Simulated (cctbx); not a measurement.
**K2InCuSbP with cctbx, script by script**

Library: cctbx 2025.11. The data are simulated by the first script.

## 1. Simulate the data

run.py:

```python
from cctbx import adptbx, crystal, miller, sgtbx, xray
from cctbx.array_family import flex
from iotbx.shelx import hklf
from scitbx import matrix
import scitbx.random

cs = crystal.symmetry(unit_cell=(13.557, 16.099, 6.566, 90, 90, 90), space_group_symbol='Hall: -C 2ac 2')  # Cmce
atoms = [  # label, site, U (iso, or U11 U22 U33 U12 U13 U23 in A^2), occupancy
    ("Sb1", (0.5, 0.1109, 0.292), (0.0090, 0.0090, 0.0079, 0.0000, 0.0000, -0.0001), 1),
    ("In1", (0.6318, 0, 0.5), (0.0077, 0.0081, 0.0068, 0.0000, 0.0000, -0.0002), 1),
    ("Cu1", (0.8793, 0, 0.5), (0.0148, 0.0115, 0.0121, 0.0000, 0.0000, -0.0019), 1),
    ("K1", (0.5, 0.3244, 0.2699), (0.0123, 0.0118, 0.0123, 0.0000, 0.0000, 0.0007), 1),
    ("K2", (0.75, 0.1725, 0.25), (0.0150, 0.0112, 0.0100, 0.0000, -0.0010, 0.0000), 1),
    ("P1", (0.25, 0.8935, 0.25), (0.0220, 0.0186, 0.0209, 0.0000, -0.0013, 0.0000), 1),
]
xs = xray.structure(crystal_symmetry=cs)
for label, site, u, occ in atoms:
    u = adptbx.u_cif_as_u_star(cs.unit_cell(), u) if isinstance(u, tuple) else u
    xs.add_scatterer(xray.scatterer(label, site=site, u=u, occupancy=occ))
xs.set_inelastic_form_factors(0.71073, "sasaki")
xs.show_summary()
p1 = xs.expand_to_p1()
ms = miller.build_set(p1, anomalous_flag=True, d_min=0.8)
flex.set_random_seed(812058)
scitbx.random.set_random_seed(812058)
ms = ms.select(flex.random_double(ms.size()) < 0.7)
i = ms.structure_factors_from_scatterers(p1, algorithm="direct").f_calc().as_intensity_array().data()
i = i * 5000 / flex.max(i)
sig = flex.sqrt(i + flex.pow2(0.015 * i) + 2 ** 2)
noise = scitbx.random.variate(scitbx.random.normal_distribution())(i.size())
data = ms.array(data=i + sig * noise, sigmas=sig).set_observation_type_xray_intensity()
with open("data.hkl", "w") as f:
    data.export_as_shelx_hklf(f)
print("reflections written:", data.size(), " <I/sigma> = %.1f" % flex.mean(data.data() / data.sigmas()))
for h, a, b in list(data.sort("data"))[:12]:
    print("%4d%4d%4d %9.1f %7.1f" % (h + (a, b)))
```

```console
$ python run.py
```

```text
Number of scatterers: 6
At special positions: 6
Unit cell: (13.557, 16.099, 6.566, 90, 90, 90)
Space group: C m c a (No. 64)
reflections written: 8188  <I/sigma> = 3.6
  -4   0  -2    5058.6   103.1
  -4   0   2    5028.3   103.1
   4   0  -2    5022.0   103.1
   4   0   2    4967.6   103.1
   4  -4   0    4283.0    89.9
   4   4   0    4240.7    89.9
  -4   4   0    4144.9    89.9
  -4  -4   0    4113.6    89.9
   0   4  -2    3930.9    84.3
   0   4   2    3759.4    84.3
   8   0   0    3713.5    82.2
  -8   0   0    3534.9    82.2
```

Run time: 0.27 s on 1 thread of Intel(R) Xeon(R) CPU @ 2.60GHz (Ice Lake), with other jobs on the host, peak memory 0.07 GiB.

## 2. Symmetry

run.py:

```python
from cctbx import crystal, sgtbx, statistics
from cctbx.array_family import flex
from iotbx.shelx import hklf

p1 = crystal.symmetry(unit_cell=(13.557, 16.099, 6.566, 90, 90, 90), space_group_symbol="P 1")
raw = hklf.reader(file_name="data.hkl").as_miller_arrays(crystal_symmetry=p1, anomalous=True)[0]
print(raw.size(), "reflections to d = %.3f A" % raw.d_min())
isig = raw.data() / raw.sigmas()
print("centring   violations  <I/sigma> of those")
best = "P"
for c in "ABCIRF":
    a = raw.customized_copy(space_group_info=sgtbx.space_group_info("Hall: %s 1" % c)).sys_absent_flags().data()
    m = flex.mean(isig.select(a))
    print("%5s %10d of %5d %8.1f" % (c, (isig.select(a) > 4).count(True), a.count(True), m))
    if (isig.select(a) > 4).count(True) < 0.01 * a.count(True):
        best = c
raw = raw.select(~raw.customized_copy(space_group_info=sgtbx.space_group_info("Hall: %s 1" % best)).sys_absent_flags().data())
isig = raw.data() / raw.sigmas()
rows = []
for s in sgtbx.space_group_symbol_iterator():
    g = sgtbx.space_group(s)
    if g.conventional_centring_type_symbol() != best or not g.is_compatible_unit_cell(p1.unit_cell(), 1e-3, 0.02):
        continue
    rows.append((s, g))
print("Laue class    unique    Rint  (classes that these axes allow; Friedel mates merged)")
rint = {}
for s, g in rows:
    laue = g.build_derived_patterson_group()
    key = laue.type().hall_symbol()
    if key not in rint:
        m = raw.customized_copy(space_group_info=laue.info(), anomalous_flag=False).merge_equivalents()
        rint[key] = m.r_int()
        print("%-14s %6d %7.3f" % (laue.type().lookup_symbol(), m.array().size(), m.r_int()))
floor = min(rint.values())
good = [(s, g) for s, g in rows if rint[g.build_derived_patterson_group().type().hall_symbol()] < 2 * floor + 0.03]
top = max(g.build_derived_patterson_group().order_z() for s, g in good)
print("space group    extra absences  I>4sigma  <I/sigma>")
for s, g in good:
    laue = g.build_derived_patterson_group()
    if laue.order_z() != top:
        continue
    a = raw.customized_copy(space_group_info=g.info()).sys_absent_flags().data()
    a &= ~raw.customized_copy(space_group_info=laue.info()).sys_absent_flags().data()
    bad = (isig.select(a) > 4).count(True)
    if bad <= 0.03 * a.count(True):
        print("%-16s %8d %10d %9s  %s" % (s.universal_hermann_mauguin(), a.count(True), bad, "%.1f" % flex.mean(isig.select(a)) if a.count(True) else "-", "centric" if g.is_centric() else "acentric"))
laue = max(good, key=lambda t: t[1].build_derived_patterson_group().order_z())[1].build_derived_patterson_group()
f = raw.customized_copy(space_group_info=laue.info(), anomalous_flag=False).merge_equivalents().array().eliminate_sys_absent().f_sq_as_f()
f.set_observation_type_xray_amplitude()
bins = max(3, min(8, f.size() // 12))
f.setup_binner(n_bins=bins)
w = statistics.wilson_plot(f, {e: n / laue.order_z() for e, n in {'Sb': 8.0, 'In': 8.0, 'Cu': 8.0, 'K': 16.0, 'P': 8.0}.items()}, e_statistics=True)
print("Wilson B = %.2f A^2   <|E^2-1|> = %.3f (0.968 centric, 0.736 acentric)   E^2>4: %.1f %%" % (w.wilson_b, w.mean_e_sq_minus_1, w.percent_e_sq_gt_2))
print("shell (A)         n   <I/sigma>")
m = raw.customized_copy(space_group_info=laue.info(), anomalous_flag=False).merge_equivalents().array().eliminate_sys_absent()
for b in m.setup_binner(n_bins=bins).range_used():
    sel = m.binner().selection(b)
    print("%5.2f - %4.2f %6d %8.1f" % (min(m.binner().bin_d_range(b)[0] if m.binner().bin_d_range(b)[0] > 0 else 99, 99), m.binner().bin_d_range(b)[1], sel.count(True), flex.mean((m.data() / m.sigmas()).select(sel))))
```

```console
$ python run.py
```

```text
8188 reflections to d = 0.800 A
centring   violations  <I/sigma> of those
    A       1207 of  4100      2.8
    B       1207 of  4104      2.8
    C          0 of  4118      0.0
    I       1243 of  4135      3.1
    R       1698 of  5465      3.6
    F       1207 of  6161      1.9
Laue class    unique    Rint  (classes that these axes allow; Friedel mates merged)
C 1 2/m 1        1501   0.048
C 2/m 1 1        1504   0.047
C m m m           858   0.052
space group    extra absences  I>4sigma  <I/sigma>
C 2 2 21                4          0      -0.9  acentric
C 2 2 2                 0          0         -  acentric
C m m 2                 0          0         -  acentric
C m c 21               80          0      -0.0  acentric
C 2 m m                 0          0         -  acentric
C m 2 m                 0          0         -  acentric
C 2 m b               176          0      -0.1  acentric
C m 2 a               176          0      -0.1  acentric
C 2 c m                80          0      -0.0  acentric
C 2 c b               256          0      -0.1  acentric
C m c m                80          0      -0.0  centric
C m c a               256          0      -0.1  centric
C m m m                 0          0         -  centric
C m m a               176          0      -0.1  centric
C m m b               176          0      -0.1  centric
Wilson B = 0.72 A^2   <|E^2-1|> = 0.959 (0.968 centric, 0.736 acentric)   E^2>4: 4.3 %
shell (A)         n   <I/sigma>
10.37 - 1.60    125     19.5
 1.60 - 1.27    109     17.8
 1.27 - 1.11    102     13.8
 1.11 - 1.01    110     14.5
 1.01 - 0.94    103     11.9
 0.94 - 0.88    101     13.2
 0.88 - 0.84    102      9.9
 0.84 - 0.80    106     12.3
```

Time: 0.26 s.

## 3. Charge flipping

run.py:

```python
import itertools
from cctbx import crystal, maptbx
from cctbx.array_family import flex
from iotbx.shelx import hklf
from smtbx.ab_initio import charge_flipping as cf

cs = crystal.symmetry(unit_cell=(13.557, 16.099, 6.566, 90, 90, 90), space_group_symbol='Hall: -C 2ac 2')  # Cmce
raw = hklf.reader(file_name="data.hkl").as_miller_arrays(crystal_symmetry=cs, anomalous=True)[0]
merged = raw.eliminate_sys_absent().merge_equivalents()
fo2 = merged.array().set_observation_type_xray_intensity()
f = fo2.average_bijvoet_mates().f_sq_as_f().resolution_filter(d_min=0.9)
p1 = f.expand_to_p1()
p1.setup_binner_counting_sorted(reflections_per_bin=max(40, p1.size() // 12))
work = p1.array(data=p1.data() / p1.amplitude_quasi_normalisations().data())
flex.set_random_seed(79866)
it = cf.weak_reflection_improved_iterator(delta=None, weak_reflection_fraction=0.1)
it.start(work, phases=flex.random_double(p1.size()) * 6.2832, f_000=0)
it.delta = 1.2 * it.rho_map.sigma()
print("cycle      R  skewness")
for n, st in enumerate(itertools.islice(it, 200)):
    if n % 16 == 0:
        print("%5d %6.3f %8.2f" % (n, st.r1_factor(), st.rho_map.skewness()))
rho = p1.phase_transfer(it.f_calc).fft_map().apply_volume_scaling()
polish = cf.low_density_elimination_iterator(constant_rho_c=rho.sigma())
polish.start(f_obs=p1, phases=it.f_calc, f_000=0)
for _ in range(8):
    next(polish)
print("origin shift          correlation  skewness")
maps = []
for fc, shift, cc in itertools.islice(cf.f_calc_symmetrisations(f, polish.f_calc, 0), 4):
    m = f.phase_transfer(fc).fft_map(symmetry_flags=maptbx.use_space_group_symmetry, resolution_factor=0.25).apply_sigma_scaling()
    maps.append((m.skewness(), cc, m))
    print("%6.3f %6.3f %6.3f %10.3f %9.2f" % (tuple(shift) + (cc, m.skewness())))
skew, cc, m = max((t for t in maps if t[1] > maps[0][1] - 0.04), key=lambda t: t[0])
print("taken: symmetry correlation %.3f, skewness %.2f" % (cc, skew))
peaks = m.peak_search(parameters=maptbx.peak_search_parameters(min_distance_sym_equiv=0.9, max_clusters=11)).all()
sps = cs.special_position_settings(min_distance_sym_equiv=0.5)
print("peak      x       y       z  mult  height/sigma")
for k, (x, h) in enumerate(zip(peaks.sites(), peaks.heights())):
    ss = sps.site_symmetry(x)
    print("Q%-3d %7.4f %7.4f %7.4f %4d %8.1f" % ((k + 1,) + tuple(t % 1 for t in ss.exact_site()) + (ss.multiplicity(), h)))
```

```console
$ python run.py
```

```text
cycle      R  skewness
    0  0.560     0.34
   16  0.510     2.53
   32  0.503     2.33
   48  0.507     2.36
   64  0.499     2.38
   80  0.491     2.41
   96  0.501     2.29
  112  0.491     2.45
  128  0.493     2.65
  144  0.467     2.60
  160  0.494     2.62
  176  0.484     2.61
  192  0.487     2.55
origin shift          correlation  skewness
 0.018  0.443  0.207      0.881      1.91
 0.284  0.443  0.222      0.876      2.01
 0.159  0.443  0.222      0.871      1.70
 0.033  0.448  0.515      0.881      1.87
taken: symmetry correlation 0.876, skewness 2.01
peak      x       y       z  mult  height/sigma
Q1    0.1319  0.1144  0.5834   16      8.2
Q2    0.0000  0.2248  0.1564    8      8.0
Q3    0.2460  0.2239  0.6586   16      7.4
Q4    0.1229  0.1146  0.0303   16      6.8
Q5    0.0000  0.9975  0.2209    8      6.3
Q6    0.0000  0.2275  0.3503    8      5.2
Q7    0.1183  0.1197  0.3897   16      2.9
Q8    0.1240  0.1885  0.5082   16      2.9
Q9    0.0000  0.0833  0.8274    8      2.6
Q10   0.1259  0.1986  0.9989   16      2.4
Q11   0.0000  0.0709  0.2857    8      2.2
```

Time: 0.49 s.

## 4. Refinement (model from the peaks)

run.py:

```python
import math
from cctbx import adptbx, crystal, maptbx, sgtbx, xray
from cctbx.array_family import flex
from cctbx.xray import observations
from iotbx.shelx import hklf
from scitbx.lstbx import normal_eqns_solving
from smtbx import absolute_structure, utils
from smtbx.refinement import constraints, least_squares

cs = crystal.symmetry(unit_cell=(13.557, 16.099, 6.566, 90, 90, 90), space_group_symbol='Hall: -C 2ac 2')  # Cmce
atoms = [  # label, site, U (iso, or U11 U22 U33 U12 U13 U23 in A^2), occupancy
    ("K1", (0.1319, 0.1144, 0.5834), 0.0200, 1),
    ("Sb1", (0, 0.2248, 0.1564), 0.0200, 1),
    ("Cu1", (0, 0.9975, 0.2209), 0.0200, 1),
    ("P1", (0, 0.2275, 0.3503), 0.0200, 1),
]
xs = xray.structure(crystal_symmetry=cs)
for label, site, u, occ in atoms:
    u = adptbx.u_cif_as_u_star(cs.unit_cell(), u) if isinstance(u, tuple) else u
    xs.add_scatterer(xray.scatterer(label, site=site, u=u, occupancy=occ))
xs.set_inelastic_form_factors(0.71073, "sasaki")
raw = hklf.reader(file_name="data.hkl").as_miller_arrays(crystal_symmetry=cs, anomalous=True)[0]
merged = raw.eliminate_sys_absent().merge_equivalents()
fo2 = merged.array().set_observation_type_xray_intensity()
print("Rint %.3f, %d unique reflections to %.2f A" % (merged.r_int(), fo2.size(), fo2.d_min()))
for sc in xs.scatterers():
    sc.flags.set_grad_site(True)
    sc.flags.set_grad_u_aniso(sc.flags.use_u_aniso())
    sc.flags.set_grad_u_iso(sc.flags.use_u_iso())
obs = fo2.as_xray_observations()
extra = {}
rep = constraints.reparametrisation(xs, [], utils.connectivity_table(xs), **extra)
ls = least_squares.crystallographic_ls(obs, rep, weighting_scheme=least_squares.mainstream_shelx_weighting(a=0, b=0))
print("cycle     R1     wR2    GooF  max shift (A)")
for cycle in range(6):
    ls.build_up()
    r1, wr2, goof = ls.r1_factor(cutoff_factor=2)[0], ls.wR2(), ls.goof()
    old = xs.sites_cart()
    normal_eqns_solving.levenberg_marquardt_iterations(ls, n_max_iterations=3, tau=0.0001, step_threshold=1e-7)
    big = flex.max((xs.sites_cart() - old).norms())
    print("%4d %7.4f %7.4f %7.3f %9.5f" % (cycle + 1, r1, wr2, goof, big))
    ls.build_up(objective_only=True)
    if abs(ls.wR2() - wr2) < 5e-5 and big < 5e-4:
        break
ls.build_up()
print("final R1 %.4f wR2 %.4f GooF %.3f  parameters %d  data/parameter %.1f" % (ls.r1_factor(cutoff_factor=2)[0], ls.wR2(), ls.goof(), ls.n_parameters, fo2.size() / ls.n_parameters))
cov = ls.covariance_matrix_and_annotations()
su = dict(zip(cov.annotations, (math.sqrt(max(v, 0)) for v in cov.matrix.matrix_packed_u_diagonal())))
a2 = cs.unit_cell().reciprocal_parameters()[0] ** -2
print("atom        x        y        z      Ueq    occ   su(xyz)  su(Uiso or U11)")
for sc in xs.scatterers():
    s = max(su.get(sc.label + k, 0) for k in (".x", ".y", ".z"))
    npd = "" if sc.is_positive_definite_u(cs.unit_cell()) else "  NPD"
    print("%-5s %8.5f %8.5f %8.5f %8.4f %6.3f %8.5f %7.4f%s" % ((sc.label,) + sc.site + (sc.u_iso_or_equiv(cs.unit_cell()), sc.occupancy, s, su.get(sc.label + ".uiso", su.get(sc.label + ".u11", 0) * a2), npd)))
fo = fo2.f_sq_as_f()
fc = fo.structure_factors_from_scatterers(xs, algorithm="direct").f_calc()
diff = fo.f_obs_minus_f_calc(1 / math.sqrt(ls.scale_factor()), fc).average_bijvoet_mates()
m = diff.fft_map(symmetry_flags=maptbx.use_space_group_symmetry, resolution_factor=0.25).apply_volume_scaling()
print("difference map: max %.2f min %.2f rms %.2f" % (m.statistics().max(), m.statistics().min(), m.statistics().sigma()))
peaks = m.peak_search(parameters=maptbx.peak_search_parameters(min_distance_sym_equiv=0.6, max_clusters=7)).all()
near = xs.closest_distances(peaks.sites(), distance_cutoff=4)
sps = cs.special_position_settings(min_distance_sym_equiv=0.5)
for k, (x, h) in enumerate(zip(peaks.sites(), peaks.heights())):
    ss = sps.site_symmetry(x)
    print("Q%-3d %7.4f %7.4f %7.4f %4d %7.2f  %.2f A from %s" % ((k + 1,) + tuple(t % 1 for t in ss.exact_site()) + (ss.multiplicity(), h, near.smallest_distances[k], xs.scatterers()[near.i_seqs[k]].label)))
```

```console
$ python run.py
```

```text
Rint 0.051, 764 unique reflections to 0.80 A
cycle     R1     wR2    GooF  max shift (A)
   1  0.7865  0.9717  21.011   0.34481
   2  0.6472  0.9028  19.521   0.10258
   3  0.6357  0.8979  19.415   0.09954
   4  0.6215  0.8912  19.270   0.02074
   5  0.6205  0.8900  19.245   0.00469
   6  0.6206  0.8898  19.241   0.05858
final R1 0.6202 wR2 0.8895 GooF 19.235  parameters 13  data/parameter 58.8
atom        x        y        z      Ueq    occ   su(xyz)  su(Uiso or U11)
K1     0.13255  0.10296  0.59671   0.0001  1.000  0.00681  0.0079
Sb1    0.00000  0.21456  0.19785   0.0001  1.000  0.00306  0.0044
Cu1    0.00000  1.01304  0.21038   0.0001  1.000  0.00575  0.0064
P1     0.00000  0.20865  0.38424   0.0001  1.000  0.01146  0.0129
difference map: max 117.10 min -78.38 rms 12.06
Q1    0.0000  0.2154  0.1829    8  123.51  0.10 A from Sb1
Q2    0.2479  0.2125  0.6708   16  104.92  2.41 A from K1
Q3    0.1315  0.1056  0.5917   16   94.37  0.05 A from K1
Q4    0.1275  0.1060  0.4079   16   92.60  1.24 A from K1
Q5    0.0000  0.2104  0.3503    8   79.80  0.22 A from P1
Q6    0.0000  0.0049  0.2261    8   64.56  0.17 A from Cu1
Q7    0.1182  0.1069  0.0918   16   62.76  2.34 A from Cu1
```

Time: 0.46 s.

Figures of merit this high mean that the model is still wrong or incomplete.

## 5. Charge flipping

run.py, as its changes from the last script of this kind:

```diff
@@ -13,3 +13,2 @@
-p1.setup_binner_counting_sorted(reflections_per_bin=max(40, p1.size() // 12))
-work = p1.array(data=p1.data() / p1.amplitude_quasi_normalisations().data())
-flex.set_random_seed(79866)
+work = p1
+flex.set_random_seed(79867)
@@ -20,2 +19,2 @@
-for n, st in enumerate(itertools.islice(it, 200)):
-    if n % 16 == 0:
+for n, st in enumerate(itertools.islice(it, 400)):
+    if n % 33 == 0:
```

```console
$ python run.py
```

```text
cycle      R  skewness
    0  0.565     0.31
   33  0.384     3.45
   66  0.328     3.60
   99  0.316     3.53
  132  0.293     3.45
  165  0.318     3.51
  198  0.322     3.43
  231  0.333     3.57
  264  0.297     3.41
  297  0.299     3.33
  330  0.306     3.34
  363  0.302     3.25
  396  0.301     3.35
origin shift          correlation  skewness
 0.288  0.035  0.276      0.899      3.20
 0.038  0.035  0.276      0.898      3.13
 0.163  0.035  0.276      0.896      3.44
 0.413  0.035  0.276      0.896      3.21
taken: symmetry correlation 0.896, skewness 3.44
peak      x       y       z  mult  height/sigma
Q1    0.1290  0.0000  0.5000    8     14.5
Q2    0.1239  0.0000  0.0000    8     11.7
Q3    0.0000  0.1754  0.7773    8      8.2
Q4    0.0000  0.1128  0.2769    8      6.9
Q5    0.2500  0.1789  0.2500    8      4.6
Q6    0.0000  0.1023  0.7029    8      4.0
Q7    0.2500  0.1107  0.7500    8      3.2
Q8    0.2500  0.1090  0.2500    8      3.1
Q9    0.0000  0.1763  0.2373    8      2.9
Q10   0.1955  0.0652  0.2406   16      2.7
Q11   0.0833  0.1673  0.2715   16      2.5
```

Time: 0.58 s.

## 6. Refinement (model from the peaks)

run.py, as its changes from the last script of this kind:

```diff
@@ -12,4 +12,6 @@
-    ("K1", (0.1319, 0.1144, 0.5834), 0.0200, 1),
-    ("Sb1", (0, 0.2248, 0.1564), 0.0200, 1),
-    ("Cu1", (0, 0.9975, 0.2209), 0.0200, 1),
-    ("P1", (0, 0.2275, 0.3503), 0.0200, 1),
+    ("Sb1", (0.129, 0, 0.5), 0.0200, 1),
+    ("In1", (0.1239, 0, 0), 0.0200, 1),
+    ("Cu1", (0, 0.1754, 0.7773), 0.0200, 1),
+    ("K1", (0, 0.1128, 0.2769), 0.0200, 1),
+    ("K2", (0.25, 0.1789, 0.25), 0.0200, 1),
+    ("P1", (0, 0.1023, 0.7029), 0.0200, 1),
@@ -60 +62 @@
-peaks = m.peak_search(parameters=maptbx.peak_search_parameters(min_distance_sym_equiv=0.6, max_clusters=7)).all()
+peaks = m.peak_search(parameters=maptbx.peak_search_parameters(min_distance_sym_equiv=0.6, max_clusters=5)).all()
```

```console
$ python run.py
```

```text
Rint 0.051, 764 unique reflections to 0.80 A
cycle     R1     wR2    GooF  max shift (A)
   1  0.5320  0.7902  17.111   0.12836
   2  0.5148  0.7873  17.047   0.05420
   3  0.4090  0.6871  14.878   0.07218
   4  0.5091  0.7831  16.956   0.10066
   5  0.4129  0.6919  14.981   0.11462
   6  0.4161  0.6942  15.030   0.09628
final R1 0.5090 wR2 0.7824 GooF 16.940  parameters 15  data/parameter 50.9
atom        x        y        z      Ueq    occ   su(xyz)  su(Uiso or U11)
Sb1    0.13246  0.00000  0.50000   0.0067  1.000  0.00100  0.0034
In1    0.12102  0.00000  0.00000   0.0202  1.000  0.00143  0.0040
Cu1    0.00000  0.17475  0.78313   0.0035  1.000  0.00450  0.0058
K1     0.00000  0.11300  0.28068   0.0476  1.000  0.01666  0.0252
K2     0.25000  0.17038  0.25000   0.0032  1.000  0.00330  0.0103
P1     0.00000  0.10780  0.70648   0.0380  1.000  0.01544  0.0277
difference map: max 95.13 min -70.46 rms 6.58
Q1    0.0000  0.1072  0.7012    8   97.95  0.04 A from P1
Q2    0.0000  0.1128  0.2737    8   93.69  0.05 A from K1
Q3    0.1360  0.0000  0.5000    8   86.73  0.05 A from Sb1
Q4    0.0000  0.1770  0.7896    8   83.71  0.06 A from Cu1
Q5    0.2500  0.1086  0.7500    8   62.81  2.88 A from Sb1
```

Run time: 0.52 s on 1 thread of Intel(R) Xeon(R) CPU @ 2.60GHz (Ice Lake) (shared host), peak memory 0.09 GiB.

Figures of merit this high mean that the model is still wrong or incomplete.

[Logs are printed without paths, hosts, clocks, repeated set-up lines and the standing remarks that a program may print on its own settings, such as how far it seeks lower states.]
